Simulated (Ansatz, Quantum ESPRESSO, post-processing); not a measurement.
# Si chain with one atom pushed 0.5 Å aside at constant bond length: ballistic transmission, part 4 of 4

Wanted: the transmission near the Fermi level and the conductance of this junction: Si chain with one atom pushed 0.5 Å aside at constant bond length.

Quantum ESPRESSO 7.5; plane-wave DFT, LDA, GBRV ultrasoft pseudopotentials; cross-check by Ansatz 0.2.0 with PAW datasets.

So far. Step 3 (The open system): At no point does T exceed the number of channels. Step 5 (Transmission with pwcond.x, with eps_proj = 1): The message: “do_cond (5010): reading inputcond namelist”. The namelist reader stops at a key that the namelist doesn't hold; the line has to be put right or, where the proper key already stands in the input, deleted.

### 6. The same in Ansatz

A second code with its own PAW datasets, on the same atoms.

Level of this step: plane-wave DFT, LDA, Ansatz PAW (Ansatz 0.2.0).

input.yaml reads:

```yaml
crystal:
  lattice:
    - [7.5, 0.0, 0.0]
    - [0.0, 7.5, 0.0]
    - [0.0, 0.0, 24.0848570571]
  atoms:
    - { symbol: Si, position: [0.5, 0.5, 0.0] }
    - { symbol: Si, position: [0.5, 0.5, 0.0913437018] }
    - { symbol: Si, position: [0.5, 0.5, 0.1826874035] }
    - { symbol: Si, position: [0.5, 0.5, 0.2740311053] }
    - { symbol: Si, position: [0.5, 0.5, 0.365374807] }
    - { symbol: Si, position: [0.566666667, 0.5, 0.4543281491] }
    - { symbol: Si, position: [0.5, 0.5, 0.5432814912] }
    - { symbol: Si, position: [0.5, 0.5, 0.634625193] }
    - { symbol: Si, position: [0.5, 0.5, 0.7259688947] }
    - { symbol: Si, position: [0.5, 0.5, 0.8173125965] }
    - { symbol: Si, position: [0.5, 0.5, 0.9086562982] }
kpoints:
  mp_grid: { grid: [1, 1, 4] }
hamiltonian:
  xc: lda
scf:
  occupations: { method: fermi_dirac, width: 0.1 }
  convergence: { dr2_threshold: 1.0e-08 }
output:
  transmission:
    leads: [[0, 1]]
    e_range: [-2.0, 2.0]
    de: 0.05
    kmesh: [1, 1]
    reduced_basis: true
  write_potential: true
  write_density: true
  volumetric_format: npy
```

The run is started by

```
> ansatz run input.yaml --threads 2 --pin off --max-ram 4096MiB --backend cpu --events-out ev --progress --plain --runs-dir out
```

Numbers of over 12 decimals in the logs are rounded to 6 here.

The log of the run:

```text
Engine: ansatz 0.2.0, aarch64-unknown-linux-gnu
Pseudopotentials: kind: paw
Pseudopotential: Si, paw, valence charge 4, recommended cutoff 420 eV (normal), Si.paw.azcp
Functional definition: SPW92
  exchange = slater_x
  correlation = pw_c
Crystal: 11 atoms, lattice volume = 1354.773 Å³
Basis set: ecut = 420 eV, 26505 PW (Γ)
Bands: 33, of which v1, the nominal top of the filled ones, is band 22 counted from 1 (21 counted from 0)
Symmetry: 4 space group operations
Space group: Pmm2 (ITA 25), of the structure as read, at distance tolerance 1.1e-4 Å
k-points: 3 of 4
Non-local potential: Si, projectors of the file, l = 0: 2, l = 1: 2, l = 2: 2
PAW form: soft (Blöchl's): semilocal exchange-correlation on the pseudo side does not see the compensation charge
PAW frozen core: Si, regenerated for the run's functional, and the local potential with it (the file was generated under x = pbe(κ = 0.804, μ = 0.219515), c = pbe(β = 0.066725))
PAW one-centre angular grid: Si, 110 points (default); XC on 64 Gauss nodes
Initial density: superposition of atomic densities (neutral atoms: chi_scale 0, normalization atom), corrected by the library's trained network
Initial wavefunctions: pseudopotential atomic-orbital guess
Functional: x = slater, c = lda
SCF iter   1: F=—  HF=-6670.399149 eV  |F-HF|=—  |Δ(HF+E_count)|=         —  Δρ=4.61e-3  dr2=3.70e-1  ethr=1.77e-3  ⟨swp⟩=10.0  Hψ=597  notcnv=0
preconditioner: auto → LDOS  [metal: Δε(μ)=0.172 eV  Ē_g=5.533 eV  σ=0.100 eV  W_gap=0.37  n_scr=74 (ndim 8)  ℏωp=6.7 eV  f_vac=0.569  D(μ)=8.79/eV (n_scr^D=28)  β→1.0]
SCF iter   2: F=—  HF=-6670.349981 eV  |F-HF|=—  |Δ(HF+E_count)|=   4.92e-2  Δρ=1.05e-3  dr2=1.92e-2  ethr=8.42e-4  ⟨swp⟩=2.7  Hψ=210  notcnv=0
SCF iter   3: F=—  HF=-6670.347003 eV  |F-HF|=—  |Δ(HF+E_count)|=   2.98e-3  Δρ=2.82e-4  dr2=1.83e-3  ethr=4.36e-5  ⟨swp⟩=3.0  Hψ=176  notcnv=0
SCF iter   4: F=—  HF=-6670.347044 eV  |F-HF|=—  |Δ(HF+E_count)|=   4.12e-5  Δρ=1.34e-4  dr2=5.24e-4  ethr=4.16e-6  ⟨swp⟩=2.3  Hψ=151  notcnv=0
SCF iter   5: F=—  HF=-6670.346957 eV  |F-HF|=—  |Δ(HF+E_count)|=   8.71e-5  Δρ=3.74e-5  dr2=3.22e-5  ethr=1.19e-6  ⟨swp⟩=3.0  Hψ=180  notcnv=0
SCF iter   6: F=—  HF=-6670.346949 eV  |F-HF|=—  |Δ(HF+E_count)|=   8.73e-6  Δρ=1.08e-5  dr2=3.58e-6  ethr=7.33e-8  ⟨swp⟩=3.0  Hψ=174  notcnv=0
SCF iter   7: F=—  HF=-6670.346858 eV  |F-HF|=—  |Δ(HF+E_count)|=   9.06e-5  Δρ=2.30e-6  dr2=1.30e-7  ethr=8.13e-9  ⟨swp⟩=2.7  Hψ=161  notcnv=0
SCF iter   8: F=—  HF=-6670.346858 eV  |F-HF|=—  |Δ(HF+E_count)|=   2.05e-8  Δρ=8.07e-7  dr2=1.38e-8  ethr=2.95e-10  ⟨swp⟩=2.7  Hψ=181  notcnv=0
SCF iter   9: F=-6670.346858 eV  HF=-6670.346858 eV  |F-HF|=1.71e-10  |Δ(HF+E_count)|=   4.56e-9  Δρ=1.18e-7  dr2=4.18e-10  ethr=2.27e-11  ⟨swp⟩=4.3  Hψ=252  notcnv=0
SCF 1 converged in 9 iterations: F = -6670.346858 eV  dr2 = 4.18e-10
  greatest PAW one-centre occupation: 0.692 electrons in one spin orbital (limit 2), on the Si atom at site 10 (counted from 0), in its partial waves of l = 0
transmission: 30 of 180 steps passed
transmission: 60 of 180 steps passed
[...]
transmission: 180 of 180 steps passed
WARN: The output density's exchange-correlation potential varies sharply where the density is thin. Do not read a vacuum level from v_tot or v_xc, or from such a field of the output density. On a cell that repeats whose density bears no net charge and no dipole along the vacuum's axis use v_es (v_loc + v_h of the components); under efield.dipole_correction with no amplitude use v_es + v_field, which holds any externa [...]
SCF converged after 9 iterations
Free energy (F): -6670.346858 eV
Harris-Foulkes:  -6670.346858 eV  (|F-HF|=1.71e-10)
Internal energy: -6670.054833 eV  (E = F + TS)
E sigma→0 (E₀):  -6670.200845 eV
Entropy (-TS):   -0.292025 eV (-26.548 meV/atom)
Fermi energy:    -3.389385 eV
--- Per-component energies (eV) ---
  E_band       = -325.677650
  E_kinetic    = 410.661535
  E_local      = -1937.732862  (includes V_loc(G=0)·N_el)
  E_nonlocal   = 302.414964
  E_hartree    = 704.997234
  E_xc         = -577.135537
  E_vxc        = -484.000258  (∫ρ·V_xc dr)
  E_paw        = -5342.858970  (= ΣΔE_a)
  E_vpaw       = -27.015148  (= ΣTr[D̂ρ^β])
  E_aug_tail   = 0.000073  (compensation charges beyond the density's cutoff)
  E_ewald      = -231.328908
  E_core_change = 0.927638  (= ΣΔE_core)
  E_smearing   = -0.292025  (= −TS)
  E_closure    = -0.000000  (closes the sum)
  Σ components = -6670.346858   (vs F -6670.346858, Δ=0.00e0)
--- Band table (eV) ---
  k-point 0: bands = [... 18 lower, -3.9293, -3.8173, -3.8108, -3.7354, -3.5452, -2.6911, -2.6897, -2.6438, ... 7 higher]
  k-point 1: bands = [... 18 lower, -4.0344, -3.9628, -3.6588, -3.5645, -3.1809, -3.0302, -2.9788, -2.3201, ... 7 higher]
  k-point 2: bands = [... 18 lower, -4.2211, -4.1198, -3.3644, -3.3486, -3.2861, -3.2861, -2.6750, -2.5671, ... 7 higher]
--- Transmission ---
  basis      : 497 plane waves across, 30 finite elements along
  points     : 1, standing for a mesh of 1 x 1
  energies   : 81 from -2.000000 to 2.000000 eV about the Fermi level, 0.050000 eV apart; the leads are filled to 0.000000 eV, and channels, transmission and decay are at 0.000000 eV
  crystal 0  : Si1, at the sites [0, 1], period 2.2000 Å, over 22.00 Å; its Hamiltonian steps by up to 2.9 meV
    offset         : up to 0.0000 Å between an atom of the period and one for which it stands
    channels       : 3.000000e0 a spin
    conductance    : none, the energies end too early or step too widely for 300 K: set another output.transmission.e_range or a lower de, or, where they end at an eighth of basis.ecutwfc, a higher one
  junction   : crystal 0 to crystal 0, -0.40 to 21.48 Å
    transmission   : 2.898810e0 a spin
    error estimate : 3.113473e-4 a spin from the reduction of the transverse basis, at the most 1.064981e-3 at -1.300000 eV
    conductance    : none, the energies end too early or step too widely for 300 K: set another output.transmission.e_range or a lower de, or, where they end at an eighth of basis.ecutwfc, a higher one
```

Elapsed: 28 s, on 2 threads of Arm Neoverse V1, shared host; peak memory 0.85 GiB; 54 s of CPU time.

This step gave:

- free energy: -6670.3469 eV
- energy at zero smearing: -6670.2008 eV
- smearing term TS: 0.2920 eV
- Fermi energy: -3.389 eV
- symmetry operations: 4
- transmission at the Fermi level, one spin: 2.899
- step of the lead's Hamiltonian over a period: 2.9 meV

Per spin. The transmission by energy, zero at the Fermi level:

```
energy (eV)  transmission
      -2.00             0
      -1.85             0
      -1.70             0
      -1.60             0
      -1.45             0
      -1.30          1.19
      -1.15          1.57
      -1.05          1.53
      -0.90          2.15
      -0.75          2.48
      -0.60          2.66
      -0.50          2.73
      -0.35          2.81
      -0.20          2.86
      -0.05          2.89
       0.00          2.90
       0.05          2.91
       0.20          2.93
       0.35          2.94
       0.50          2.95
       0.60          2.96
       0.75          2.97
       0.90          2.97
       1.05          2.98
       1.15          2.98
       1.30          2.98
       1.45          2.98
       1.60          2.98
       1.70          2.98
       1.85          2.98
       2.00          2.98
```

Per spin. Table of open channels by energy, zero at the Fermi level:

```
energy (eV)  open channels
      -2.00              0
      -1.90              0
      -1.80              0
      -1.70              0
      -1.55              0
      -1.45              0
      -1.35              0
      -1.25              2
      -1.15              2
      -1.05              2
      -0.90              3
      -0.80              3
      -0.70              3
      -0.60              3
      -0.50              3
      -0.40              3
      -0.25              3
      -0.15              3
      -0.05              3
       0.00              3
       0.05              3
       0.15              3
       0.25              3
       0.40              3
       0.50              3
       0.60              3
       0.70              3
       0.80              3
       0.90              3
       1.05              3
       1.15              3
       1.25              3
       1.35              3
       1.45              3
       1.55              3
       1.70              3
       1.80              3
       1.90              3
       2.00              3
```

Ansatz finds T = 2.90 against pwcond's 2.89.

### 7. All levels side by side

All levels:

```
                   step  T at the Fermi level (per spin)  conductance (G0)  r.m.s. T(E) from the first  CPU time of the step (s)  peak memory (GiB)
                 Ansatz                            2.899                 -                           0                     53.63              0.854
                 pwcond                            2.888             2.888                      0.1833                     507.6               0.56
pwcond, changed setting                            2.887             2.887                      0.1981                       269               0.56
```

Per spin. Transmission against energy, zero at the Fermi level:

```
energy (eV)  Ansatz  pwcond  pwcond, changed setting
      -2.00       0       0                        0
      -1.90       0       0                        0
      -1.80       0       0                        0
      -1.70       0       0                        0
      -1.60       0       0                        0
      -1.50       0       0                        0
      -1.40       0       0                        0
      -1.20    1.53    1.38                     1.39
      -1.10    1.57    1.55                     1.56
      -1.00    1.40    1.52                     1.54
      -0.90    2.15    1.90                     1.84
      -0.80    2.40    2.26                     2.23
      -0.70    2.55    2.45                     2.44
      -0.60    2.66    2.58                     2.58
      -0.50    2.73    2.68                     2.67
      -0.40    2.79    2.74                     2.74
      -0.30    2.83    2.80                     2.79
      -0.20    2.86    2.83                     2.83
      -0.10    2.88    2.86                     2.86
       0.00    2.90    2.89                     2.89
       0.10    2.91    2.91                     2.91
       0.20    2.93    2.92                     2.92
       0.30    2.94    2.93                     2.93
       0.40    2.94    2.93                     2.93
       0.50    2.95    2.89                     2.88
       0.60    2.96    2.95                     2.95
       0.70    2.96    2.96                     2.96
       0.80    2.97    2.97                     2.97
       0.90    2.97    2.97                     2.97
       1.00    2.98    2.97                     2.97
       1.10    2.98    2.98                     2.98
       1.20    2.98    2.98                     2.98
       1.40    2.98    2.98                     2.98
       1.50    2.98    2.98                     2.98
       1.60    2.98    2.98                     2.98
       1.70    2.98    2.98                     2.98
       1.80    2.98    2.98                     2.98
       1.90    2.98    2.98                     2.98
       2.00    2.98    2.98                     2.98
```

### 8. The arithmetic

G = 2.89 × 77.48 µS = 224 µS a cell, a resistance of 4.47 kΩ.

### 9. What came out

```yaml
conductance_from_t_at_the_fermi_level_a_cell: 2.89 G₀
lead_channels_per_spin: 3.00
the_same_conductance_by_ansatz: 2.90 G₀
```

The junction conducts 2.89 G₀ a cell at the Fermi level (LDA, GBRV ultrasoft). At the Fermi level the junction passes 96 % of what the leads offer, nearly all. At the Fermi level pwcond and Ansatz differ by 0.37 %, a close match. Over -2 to 2 eV, T lies between 0 and 3.0 per spin. The geometry is as built, not relaxed, and the leads are short.

[Logs are printed without paths, hosts, clocks, repeated set-up lines and the standing remarks that a program may print on its own settings, such as how far it seeks lower states.]

[Hosts, paths, dates, database ids (printed as entryN), source tags and the programs' standing remarks are cut or masked in the printed files.]

[Maps of the electrostatic potential energy from Ansatz leave out the sawtooth potential of an applied field or a dipole correction, so their vacuum need not be flat; planar profiles and work functions include it.]
